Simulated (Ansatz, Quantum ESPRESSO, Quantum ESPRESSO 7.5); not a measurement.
# Conductance against width: vacuum gaps between two Al(111) faces

Aim: how the conductance falls as the barrier grows, for vacuum gaps between two Al(111) faces.

Program: Quantum ESPRESSO 7.5. Level of theory: plane-wave DFT, PBE, GBRV ultrasoft pseudopotentials (cross-check by Ansatz 0.2.0 with PAW datasets). Values are calculated unless marked as measured.

Report form: inputs, costs, results and the conclusion, without the logs.

### Step 1. The starting structure

The cell holds 18 atoms: 18 Al. Its edges and angles: a = 2.857 Å, b = 2.857 Å, c = 44.652 Å, α = 90.0°, β = 90.0°, γ = 60.0°. It derives from Al. Regions: left lead, 9 atoms (9 Al); right lead, 9 atoms (9 Al). The structure is stacked, and the current runs, along c.

### Step 2. Self-consistent run, 5 Å

One periodic cell holds a lead period, the junction and more lead; the atoms stay as built.

j0.scf.in reads:

```
&control
  prefix = 'j0.scf'
  outdir = './out'
  pseudo_dir = './pseudo'
  calculation = 'scf'
  tprnfor = .true.
/
&system
  ibrav = 0
  nat = 18
  ntyp = 1
  ecutwfc = 40
  ecutrho = 200
  occupations = 'smearing'
  smearing = 'mv'
  degauss = 0.01
/
&electrons
  conv_thr = 1e-07
  mixing_beta = 0.25
  electron_maxstep = 120
  mixing_mode = 'local-TF'
/
ATOMIC_SPECIES
  Al  26.9815  al_pbe_v1.uspp.F.UPF
CELL_PARAMETERS angstrom
  2.85671139599365 0.00000000000000 0.00000000000000
  1.42835569799683 2.47398464021101 0.00000000000000
  0.00000000000000 0.00000000000000 44.65241648794350
ATOMIC_POSITIONS crystal
  Al  0.000000000000 0.000000000000 0.000000000000
  Al  0.333333333000 0.333333333000 0.052236704550
  Al  0.666666667000 0.666666667000 0.104473409100
  Al  0.000000000000 0.000000000000 0.156710113650
  Al  0.333333333000 0.333333333000 0.208946818200
  Al  0.666666667000 0.666666667000 0.261183522750
  Al  0.000000000000 0.000000000000 0.313420227300
  Al  0.333333333000 0.333333333000 0.365656931850
  Al  0.666666667000 0.666666667000 0.417893636400
  Al  0.000000000000 0.000000000000 0.529869659050
  Al  0.333333333000 0.333333333000 0.582106363600
  Al  0.666666667000 0.666666667000 0.634343068150
  Al  0.000000000000 0.000000000000 0.686579772700
  Al  0.333333333000 0.333333333000 0.738816477250
  Al  0.666666667000 0.666666667000 0.791053181800
  Al  0.000000000000 0.000000000000 0.843289886350
  Al  0.333333333000 0.333333333000 0.895526590900
  Al  0.666666667000 0.666666667000 0.947763295450
K_POINTS automatic
  10 10 1 0 0 0
```

The run is started by

```bash
OMP_NUM_THREADS=1 mpirun -n 4 pw.x -nk 4 -in j0.scf.in > j0.scf.out
```

The job ended after 97 s (4 MPI ranks of Arm Neoverse V1, shared host; peak memory 0.62 GiB).

Read from the output:

```
free energy  : -1641.6309 eV
Fermi energy : 7.400 eV
```

The run needed 31 iterations to bring the estimated error under 1e-07 Ry; the largest force on any atom, held or free, is 0.15 eV/Å.

### Step 3. Transmission with pwcond.x, 5 Å

prefixt takes both regions from one run: the lead from 0 to bdl, the scattering region from bdl to bds (units of alat). ikind = 1 puts the same lead on both sides. The program's T_tot counts both spins in a run without spin; the tables below give T per spin.

j0.cond.in reads:

```
&inputcond
  outdir = './out'
  prefixt = 'j0.scf'
  tran_file = 'j0.cond.dat'
  bdl = 2.4494897419
  bds = 15.6307061864
  ikind = 1
  ewind = 4.0
  epsproj = 1e-05
  nz1 = 7
  energy0 = 0.4
  denergy = -0.4
/
10
  0.00000000 0.00000000 0.01562500
  0.00000000 0.12500000 0.09375000
  0.00000000 0.25000000 0.09375000
  0.00000000 0.37500000 0.09375000
  0.00000000 0.50000000 0.04687500
  0.12500000 0.25000000 0.09375000
  0.12500000 0.37500000 0.18750000
  0.12500000 0.50000000 0.18750000
  0.25000000 0.50000000 0.09375000
  0.25000000 0.62500000 0.09375000
3
```

The run is started by

```bash
OMP_NUM_THREADS=1 mpirun -n 4 pwcond.x -in j0.cond.in > j0.cond.out
```

Run time: 29 s. Hardware: 4 MPI ranks; peak memory 0.25 GiB.

Read from the output:

| Item | Value |
| --- | --- |
| lead channels at the Fermi level, one spin | 1.141 |
| transmission at the Fermi level, one spin | 0.07523 |
| conductance | 0.07523 G₀ |

Per spin; mean over the k mesh across the current. Open channels, zone mean against energy, zero at the Fermi level:

| energy (eV) | open channels, zone mean |
| --- | --- |
| -0.400 | 1.33 |
| 0.000 | 1.14 |
| 0.400 | 1.42 |

Per spin; mean over the k mesh across the current. The transmission, zone mean by energy, zero at the Fermi level:

| energy (eV) | transmission, zone mean |
| --- | --- |
| -0.400 | 0.0572 |
| 0.000 | 0.0752 |
| 0.400 | 0.127 |

At 0.000 eV; k in fractions of b1, b2. Transmission by k point:

| k1 | k2 | weight | t | channels |
| --- | --- | --- | --- | --- |
| 0 | 0 | 0.01562 | 0.2647 | 1 |
| 0 | 0.125 | 0.09375 | 0.22 | 1 |
| 0 | 0.25 | 0.09375 | 0.122 | 1 |
| 0 | 0.375 | 0.09375 | 0.03613 | 2 |
| 0 | 0.5 | 0.04688 | 0.0156 | 2 |
| 0.125 | 0.25 | 0.09375 | 0.148 | 1 |
| 0.125 | 0.375 | 0.1875 | 0.08001 | 1 |
| 0.125 | 0.5 | 0.1875 | 0.01435 | 1 |
| 0.25 | 0.5 | 0.09375 | 0.03554 | 1 |
| 0.25 | 0.625 | 0.09375 | 1.57e-4 | 1 |

### Step 4. Cross-check with Ansatz, 5 Å

As a check, the same structure is run in Ansatz.

Level of this step: plane-wave DFT, PBE, Ansatz PAW (Ansatz 0.2.0).

input.yaml reads:

```yaml
crystal:
  lattice:
    - [2.856711396, 0.0, 0.0]
    - [1.428355698, 2.4739846402, 0.0]
    - [0.0, 0.0, 44.6524164879]
  atoms:
    - { symbol: Al, position: [0.0, 0.0, 0.0] }
    - { symbol: Al, position: [0.333333333, 0.333333333, 0.0522367046] }
    - { symbol: Al, position: [0.666666667, 0.666666667, 0.1044734091] }
    - { symbol: Al, position: [0.0, 0.0, 0.1567101136] }
    - { symbol: Al, position: [0.333333333, 0.333333333, 0.2089468182] }
    - { symbol: Al, position: [0.666666667, 0.666666667, 0.2611835228] }
    - { symbol: Al, position: [0.0, 0.0, 0.3134202273] }
    - { symbol: Al, position: [0.333333333, 0.333333333, 0.3656569318] }
    - { symbol: Al, position: [0.666666667, 0.666666667, 0.4178936364] }
    - { symbol: Al, position: [0.0, 0.0, 0.5298696591] }
    - { symbol: Al, position: [0.333333333, 0.333333333, 0.5821063636] }
    - { symbol: Al, position: [0.666666667, 0.666666667, 0.6343430682] }
    - { symbol: Al, position: [0.0, 0.0, 0.6865797727] }
    - { symbol: Al, position: [0.333333333, 0.333333333, 0.7388164772] }
    - { symbol: Al, position: [0.666666667, 0.666666667, 0.7910531818] }
    - { symbol: Al, position: [0.0, 0.0, 0.8432898864] }
    - { symbol: Al, position: [0.333333333, 0.333333333, 0.8955265909] }
    - { symbol: Al, position: [0.666666667, 0.666666667, 0.9477632954] }
kpoints:
  mp_grid: { grid: [10, 10, 1] }
hamiltonian:
  xc: pbe
scf:
  occupations: { method: fermi_dirac, width: 0.1 }
  convergence: { dr2_threshold: 1.0e-08 }
output:
  transmission: { leads: [[0, 3]], e_range: [-0.4, 0.4], de: 0.4, kmesh: [8, 8] }
  write_potential: true
  write_density: true
  volumetric_format: npy
```

The run is started by

```bash
ansatz run input.yaml --threads 4 --pin off --max-ram 8192MiB --backend cpu --events-out ev --progress --plain --runs-dir out
```

Wall time 8.3 s (4 threads); peak memory 0.72 GiB.

This step gave:

| Item | Value |
| --- | --- |
| free energy | -9674.3964 eV |
| energy at zero smearing | -9674.2607 eV |
| smearing term TS | 0.2714 eV |
| Fermi energy | 7.333 eV |
| symmetry operations | 12 |
| transmission at the Fermi level, one spin | 0.06844 |
| step of the lead's Hamiltonian over a period | 12 meV |

Per spin; mean over the k mesh across the current. The transmission, zone mean by energy, zero at the Fermi level:

| energy (eV) | transmission, zone mean |
| --- | --- |
| -0.400 | 0.0543 |
| 0.000 | 0.0684 |
| 0.400 | 0.129 |

Per spin; mean over the k mesh across the current. Open channels, zone mean against energy, zero at the Fermi level:

| energy (eV) | open channels, zone mean |
| --- | --- |
| -0.400 | 1.52 |
| 0.000 | 1.14 |
| 0.400 | 1.42 |

Ansatz finds T = 0.0684 against pwcond's 0.0752.

### Step 5. Self-consistent run, 6 Å

Level of this step: plane-wave DFT, PBE, GBRV ultrasoft pseudopotentials (Quantum ESPRESSO 7.5).

j1.scf.in reads:

```
&control
  prefix = 'j1.scf'
  outdir = './out'
  pseudo_dir = './pseudo'
  calculation = 'scf'
  tprnfor = .true.
/
&system
  ibrav = 0
  nat = 18
  ntyp = 1
  ecutwfc = 40
  ecutrho = 200
  occupations = 'smearing'
  smearing = 'mv'
  degauss = 0.01
/
&electrons
  conv_thr = 1e-07
  mixing_beta = 0.25
  electron_maxstep = 120
  mixing_mode = 'local-TF'
/
ATOMIC_SPECIES
  Al  26.9815  al_pbe_v1.uspp.F.UPF
CELL_PARAMETERS angstrom
  2.85671139599365 0.00000000000000 0.00000000000000
  1.42835569799683 2.47398464021101 0.00000000000000
  0.00000000000000 0.00000000000000 45.65241648794350
ATOMIC_POSITIONS crystal
  Al  0.000000000000 0.000000000000 0.000000000000
  Al  0.333333333000 0.333333333000 0.051092478054
  Al  0.666666667000 0.666666667000 0.102184956108
  Al  0.000000000000 0.000000000000 0.153277434162
  Al  0.333333333000 0.333333333000 0.204369912216
  Al  0.666666667000 0.666666667000 0.255462390270
  Al  0.000000000000 0.000000000000 0.306554868324
  Al  0.333333333000 0.333333333000 0.357647346379
  Al  0.666666667000 0.666666667000 0.408739824433
  Al  0.000000000000 0.000000000000 0.540167697513
  Al  0.333333333000 0.333333333000 0.591260175567
  Al  0.666666667000 0.666666667000 0.642352653621
  Al  0.000000000000 0.000000000000 0.693445131676
  Al  0.333333333000 0.333333333000 0.744537609730
  Al  0.666666667000 0.666666667000 0.795630087784
  Al  0.000000000000 0.000000000000 0.846722565838
  Al  0.333333333000 0.333333333000 0.897815043892
  Al  0.666666667000 0.666666667000 0.948907521946
K_POINTS automatic
  10 10 1 0 0 0
```

The run is started by

```bash
OMP_NUM_THREADS=1 mpirun -n 4 pw.x -nk 4 -in j1.scf.in > j1.scf.out
```

It took 2.1 min on 4 MPI ranks; peak memory 0.63 GiB; 8.3 min of CPU time.

This step gave:

| Quantity | Value |
| --- | --- |
| free energy | -1641.6195 eV |
| Fermi energy | 7.154 eV |

### Step 6. The open system, 6 Å

j1.cond.in, as its differences from the input of step 3:

```diff
@@ -2,6 +2,6 @@
   outdir = './out'
-  prefixt = 'j0.scf'
-  tran_file = 'j0.cond.dat'
+  prefixt = 'j1.scf'
+  tran_file = 'j1.cond.dat'
   bdl = 2.4494897419
-  bds = 15.6307061864
+  bds = 15.9807590483
   ikind = 1
```

The run is started by

```bash
OMP_NUM_THREADS=1 mpirun -n 4 pwcond.x -in j1.cond.in > j1.cond.out
```

The job ended after 29 s (4 MPI ranks; peak memory 0.25 GiB; 1.9 min of CPU time).

Numbers from this step:

| Property | Result |
| --- | --- |
| transmission at the Fermi level, one spin | 0.01610 |
| conductance | 0.01610 G₀ |

Per spin; mean over the k mesh across the current. The transmission, zone mean by energy, zero at the Fermi level:

| energy (eV) | transmission, zone mean |
| --- | --- |
| -0.400 | 0.00839 |
| 0.000 | 0.0161 |
| 0.400 | 0.0206 |

T goes from 0.0752 to 0.0161, a factor of 4.7.

### Step 7. Cross-check with Ansatz, 6 Å

Level of this step: plane-wave DFT, PBE, Ansatz PAW (Ansatz 0.2.0).

input.yaml reads:

```yaml
crystal:
  lattice:
    - [2.856711396, 0.0, 0.0]
    - [1.428355698, 2.4739846402, 0.0]
    - [0.0, 0.0, 45.6524164879]
  atoms:
    - { symbol: Al, position: [0.0, 0.0, 0.0] }
    - { symbol: Al, position: [0.333333333, 0.333333333, 0.0510924781] }
    - { symbol: Al, position: [0.666666667, 0.666666667, 0.1021849561] }
    - { symbol: Al, position: [0.0, 0.0, 0.1532774342] }
    - { symbol: Al, position: [0.333333333, 0.333333333, 0.2043699122] }
    - { symbol: Al, position: [0.666666667, 0.666666667, 0.2554623903] }
    - { symbol: Al, position: [0.0, 0.0, 0.3065548683] }
    - { symbol: Al, position: [0.333333333, 0.333333333, 0.3576473464] }
    - { symbol: Al, position: [0.666666667, 0.666666667, 0.4087398244] }
    - { symbol: Al, position: [0.0, 0.0, 0.5401676975] }
    - { symbol: Al, position: [0.333333333, 0.333333333, 0.5912601756] }
    - { symbol: Al, position: [0.666666667, 0.666666667, 0.6423526536] }
    - { symbol: Al, position: [0.0, 0.0, 0.6934451317] }
    - { symbol: Al, position: [0.333333333, 0.333333333, 0.7445376097] }
    - { symbol: Al, position: [0.666666667, 0.666666667, 0.7956300878] }
    - { symbol: Al, position: [0.0, 0.0, 0.8467225658] }
    - { symbol: Al, position: [0.333333333, 0.333333333, 0.8978150439] }
    - { symbol: Al, position: [0.666666667, 0.666666667, 0.9489075219] }
kpoints:
  mp_grid: { grid: [10, 10, 1] }
hamiltonian:
  xc: pbe
scf:
  occupations: { method: fermi_dirac, width: 0.1 }
  convergence: { dr2_threshold: 1.0e-08 }
output:
  transmission: { leads: [[0, 3]], e_range: [-0.4, 0.4], de: 0.4, kmesh: [8, 8] }
  write_potential: true
  write_density: true
  volumetric_format: npy
```

The run is started by

```bash
ansatz run input.yaml --threads 4 --pin off --max-ram 8192MiB --backend cpu --events-out ev --progress --plain --runs-dir out
```

Wall time 8.9 s (4 threads); peak memory 0.76 GiB.

Numbers from this step:

```
free energy                                  : -9674.3795 eV
energy at zero smearing                      : -9674.2455 eV
smearing term TS                             : 0.2678 eV
Fermi energy                                 : 7.086 eV
transmission at the Fermi level, one spin    : 0.01111
step of the lead's Hamiltonian over a period : 12.4 meV
```

Per spin; mean over the k mesh across the current. The transmission, zone mean by energy, zero at the Fermi level:

| energy (eV) | transmission, zone mean |
| --- | --- |
| -0.400 | 0.00780 |
| 0.000 | 0.0111 |
| 0.400 | 0.0200 |

Ansatz finds T = 0.0111 against pwcond's 0.0161.

### Step 8. SCF with pw.x, 7 Å

Level of this step: plane-wave DFT, PBE, GBRV ultrasoft pseudopotentials (Quantum ESPRESSO 7.5).

j2.scf.in reads:

```
&control
  prefix = 'j2.scf'
  outdir = './out'
  pseudo_dir = './pseudo'
  calculation = 'scf'
  tprnfor = .true.
/
&system
  ibrav = 0
  nat = 18
  ntyp = 1
  ecutwfc = 40
  ecutrho = 200
  occupations = 'smearing'
  smearing = 'mv'
  degauss = 0.01
/
&electrons
  conv_thr = 1e-07
  mixing_beta = 0.25
  electron_maxstep = 120
  mixing_mode = 'local-TF'
/
ATOMIC_SPECIES
  Al  26.9815  al_pbe_v1.uspp.F.UPF
CELL_PARAMETERS angstrom
  2.85671139599365 0.00000000000000 0.00000000000000
  1.42835569799683 2.47398464021101 0.00000000000000
  0.00000000000000 0.00000000000000 46.65241648794350
ATOMIC_POSITIONS crystal
  Al  0.000000000000 0.000000000000 0.000000000000
  Al  0.333333333000 0.333333333000 0.049997304815
  Al  0.666666667000 0.666666667000 0.099994609631
  Al  0.000000000000 0.000000000000 0.149991914446
  Al  0.333333333000 0.333333333000 0.199989219262
  Al  0.666666667000 0.666666667000 0.249986524077
  Al  0.000000000000 0.000000000000 0.299983828893
  Al  0.333333333000 0.333333333000 0.349981133708
  Al  0.666666667000 0.666666667000 0.399978438524
  Al  0.000000000000 0.000000000000 0.550024256661
  Al  0.333333333000 0.333333333000 0.600021561476
  Al  0.666666667000 0.666666667000 0.650018866292
  Al  0.000000000000 0.000000000000 0.700016171107
  Al  0.333333333000 0.333333333000 0.750013475923
  Al  0.666666667000 0.666666667000 0.800010780738
  Al  0.000000000000 0.000000000000 0.850008085554
  Al  0.333333333000 0.333333333000 0.900005390369
  Al  0.666666667000 0.666666667000 0.950002695185
K_POINTS automatic
  10 10 1 0 0 0
```

The run is started by

```bash
OMP_NUM_THREADS=1 mpirun -n 4 pw.x -nk 4 -in j2.scf.in > j2.scf.out
```

Elapsed: 1.7 min, on 4 MPI ranks; peak memory 0.64 GiB; 6.9 min of CPU time.

Numbers from this step:

* free energy: -1641.6187 eV
* Fermi energy: 6.917 eV

### Step 9. The open system, 7 Å

j2.cond.in, as its differences from the input of step 6:

```diff
@@ -2,6 +2,6 @@
   outdir = './out'
-  prefixt = 'j1.scf'
-  tran_file = 'j1.cond.dat'
+  prefixt = 'j2.scf'
+  tran_file = 'j2.cond.dat'
   bdl = 2.4494897419
-  bds = 15.9807590483
+  bds = 16.3308119103
   ikind = 1
```

The run is started by

```bash
OMP_NUM_THREADS=1 mpirun -n 4 pwcond.x -in j2.cond.in > j2.cond.out
```

The job ended after 28 s (4 MPI ranks; peak memory 0.25 GiB).

This step gave:

| Quantity | Value |
| --- | --- |
| transmission at the Fermi level, one spin | 0.002116 |
| conductance | 0.002116 G₀ |

Per spin; mean over the k mesh across the current. Table of transmission, zone mean by energy, zero at the Fermi level:

| energy (eV) | transmission, zone mean |
| --- | --- |
| -0.400 | 0.00118 |
| 0.000 | 0.00212 |
| 0.400 | 0.00335 |

At 0.000 eV; k in fractions of b1, b2. Transmission by k point:

| k1 | k2 | weight | t | channels |
| --- | --- | --- | --- | --- |
| 0 | 0 | 0.01562 | 0.01481 | 1 |
| 0 | 0.125 | 0.09375 | 0.009311 | 1 |
| 0 | 0.25 | 0.09375 | 0.002498 | 1 |
| 0 | 0.375 | 0.09375 | 2.91e-4 | 2 |
| 0 | 0.5 | 0.04688 | 4.27e-5 | 2 |
| 0.125 | 0.25 | 0.09375 | 0.003795 | 1 |
| 0.125 | 0.375 | 0.1875 | 8.92e-4 | 1 |
| 0.125 | 0.5 | 0.1875 | 0.001136 | 1 |
| 0.25 | 0.5 | 0.09375 | 1.32e-4 | 1 |
| 0.25 | 0.625 | 0.09375 | 4.00e-7 | 1 |

T goes from 0.0161 to 0.00212, a factor of 7.6.

### Step 10. The same in Ansatz, 7 Å

Level of this step: plane-wave DFT, PBE, Ansatz PAW (Ansatz 0.2.0).

input.yaml reads:

```yaml
crystal:
  lattice:
    - [2.856711396, 0.0, 0.0]
    - [1.428355698, 2.4739846402, 0.0]
    - [0.0, 0.0, 46.6524164879]
  atoms:
    - { symbol: Al, position: [0.0, 0.0, 0.0] }
    - { symbol: Al, position: [0.333333333, 0.333333333, 0.0499973048] }
    - { symbol: Al, position: [0.666666667, 0.666666667, 0.0999946096] }
    - { symbol: Al, position: [0.0, 0.0, 0.1499919144] }
    - { symbol: Al, position: [0.333333333, 0.333333333, 0.1999892193] }
    - { symbol: Al, position: [0.666666667, 0.666666667, 0.2499865241] }
    - { symbol: Al, position: [0.0, 0.0, 0.2999838289] }
    - { symbol: Al, position: [0.333333333, 0.333333333, 0.3499811337] }
    - { symbol: Al, position: [0.666666667, 0.666666667, 0.3999784385] }
    - { symbol: Al, position: [0.0, 0.0, 0.5500242567] }
    - { symbol: Al, position: [0.333333333, 0.333333333, 0.6000215615] }
    - { symbol: Al, position: [0.666666667, 0.666666667, 0.6500188663] }
    - { symbol: Al, position: [0.0, 0.0, 0.7000161711] }
    - { symbol: Al, position: [0.333333333, 0.333333333, 0.7500134759] }
    - { symbol: Al, position: [0.666666667, 0.666666667, 0.8000107807] }
    - { symbol: Al, position: [0.0, 0.0, 0.8500080856] }
    - { symbol: Al, position: [0.333333333, 0.333333333, 0.9000053904] }
    - { symbol: Al, position: [0.666666667, 0.666666667, 0.9500026952] }
kpoints:
  mp_grid: { grid: [10, 10, 1] }
hamiltonian:
  xc: pbe
scf:
  occupations: { method: fermi_dirac, width: 0.1 }
  convergence: { dr2_threshold: 1.0e-08 }
output:
  transmission: { leads: [[0, 3]], e_range: [-0.4, 0.4], de: 0.4, kmesh: [8, 8] }
  write_potential: true
  write_density: true
  volumetric_format: npy
  elf: true
```

The run is started by

```bash
ansatz run input.yaml --threads 4 --pin off --max-ram 8192MiB --backend cpu --events-out ev --progress --plain --runs-dir out
```

It took 9.1 s on 4 threads; peak memory 0.78 GiB.

This step gave:

* free energy: -9674.3767 eV
* energy at zero smearing: -9674.2433 eV
* smearing term TS: 0.2668 eV
* Fermi energy: 6.848 eV
* transmission at the Fermi level, one spin: 0.001718
* step of the lead's Hamiltonian over a period: 12.5 meV

Per spin; mean over the k mesh across the current. Transmission, zone mean against energy, zero at the Fermi level:

| energy (eV) | transmission, zone mean |
| --- | --- |
| -0.400 | 0.00107 |
| 0.000 | 0.00172 |
| 0.400 | 0.00309 |

Ansatz finds T = 0.00172 against pwcond's 0.00212.

### Step 11. Ground state, 8 Å

Level of this step: plane-wave DFT, PBE, GBRV ultrasoft pseudopotentials (Quantum ESPRESSO 7.5).

j3.scf.in reads:

```
&control
  prefix = 'j3.scf'
  outdir = './out'
  pseudo_dir = './pseudo'
  calculation = 'scf'
  tprnfor = .true.
/
&system
  ibrav = 0
  nat = 18
  ntyp = 1
  ecutwfc = 40
  ecutrho = 200
  occupations = 'smearing'
  smearing = 'mv'
  degauss = 0.01
/
&electrons
  conv_thr = 1e-07
  mixing_beta = 0.25
  electron_maxstep = 120
  mixing_mode = 'local-TF'
/
ATOMIC_SPECIES
  Al  26.9815  al_pbe_v1.uspp.F.UPF
CELL_PARAMETERS angstrom
  2.85671139599365 0.00000000000000 0.00000000000000
  1.42835569799683 2.47398464021101 0.00000000000000
  0.00000000000000 0.00000000000000 47.65241648794350
ATOMIC_POSITIONS crystal
  Al  0.000000000000 0.000000000000 0.000000000000
  Al  0.333333333000 0.333333333000 0.048948096643
  Al  0.666666667000 0.666666667000 0.097896193286
  Al  0.000000000000 0.000000000000 0.146844289929
  Al  0.333333333000 0.333333333000 0.195792386572
  Al  0.666666667000 0.666666667000 0.244740483215
  Al  0.000000000000 0.000000000000 0.293688579858
  Al  0.333333333000 0.333333333000 0.342636676501
  Al  0.666666667000 0.666666667000 0.391584773144
  Al  0.000000000000 0.000000000000 0.559467130213
  Al  0.333333333000 0.333333333000 0.608415226856
  Al  0.666666667000 0.666666667000 0.657363323499
  Al  0.000000000000 0.000000000000 0.706311420142
  Al  0.333333333000 0.333333333000 0.755259516785
  Al  0.666666667000 0.666666667000 0.804207613428
  Al  0.000000000000 0.000000000000 0.853155710071
  Al  0.333333333000 0.333333333000 0.902103806714
  Al  0.666666667000 0.666666667000 0.951051903357
K_POINTS automatic
  10 10 1 0 0 0
```

The run is started by

```bash
OMP_NUM_THREADS=1 mpirun -n 4 pw.x -nk 4 -in j3.scf.in > j3.scf.out
```

Elapsed: 2.6 min, on 4 MPI ranks; peak memory 0.65 GiB.

This step gave:

| Item | Value |
| --- | --- |
| free energy | -1641.6184 eV |
| Fermi energy | 6.689 eV |

(Part 1 of 2 ends here.)

[Long decimals in the printed logs are rounded to 6 places.]

[Logs are printed without paths, hosts, clocks, repeated set-up lines and the standing remarks that a program may print on its own settings, such as how far it seeks lower states.]

[Hosts, paths, dates, database ids (printed as entryN), source tags and the programs' standing remarks are cut or masked in the printed files.]

[Maps of the electrostatic potential energy from Ansatz leave out the sawtooth potential of an applied field or a dipole correction, so their vacuum need not be flat; planar profiles and work functions include it.]
